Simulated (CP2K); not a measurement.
Consider boron trichloride at its PBE geometry (Å).

```xyz
4

Cl   -0.8775   -1.5110   -0.0010
B     0.0001    0.0000    0.0000
Cl   -0.8698    1.5154   -0.0005
Cl    1.7473   -0.0045    0.0016
```

Method: CP2K XAS_TDP, all-electron GAPW, PBEh(45%), aug-pc-2, TDA, GW2X-corrected core level, no relativity.

Where do the B K-edge lines lie, and how strong are they?

Leading lines: B2 193.11 eV. The leading line of an atom is its first one with 35 % of the strongest within 2.5 eV of its lowest line over the strength cut. Core ionisation energies at this level: B2 200.48 eV.

The first six lines of each atom with a strength over 0.0015:

```csv
atom,energy (eV),states,"strength, one atom",above the computed threshold
B2 (bonded to 3 Cl),193.11,1,0.0871,
,198.40,2,0.1368,
,201.17,2,0.0165,yes
,202.34,2,0.0026,yes
,203.25,1,0.0135,yes
,203.70,2,0.0062,yes
```

Lines are vertical, at one geometry, with no vibrational structure. GW2X ionisation energies and lines can be off by 1 to 2 eV either way, and a good line position may hide errors that cancel. These values hold no scalar relativity. Rydberg lines, and the discretised continuum above threshold, depend on the basis and the box.

[Banner, clock and machine lines of the logs are left out without a mark of their own.]

[Logs are printed without paths, hosts, clocks, repeated set-up lines and the standing remarks that a program may print on its own settings, such as how far it seeks lower states.]

[Hosts, paths, dates, database ids (printed as entryN), source tags and the programs' standing remarks are cut or masked in the printed files.]
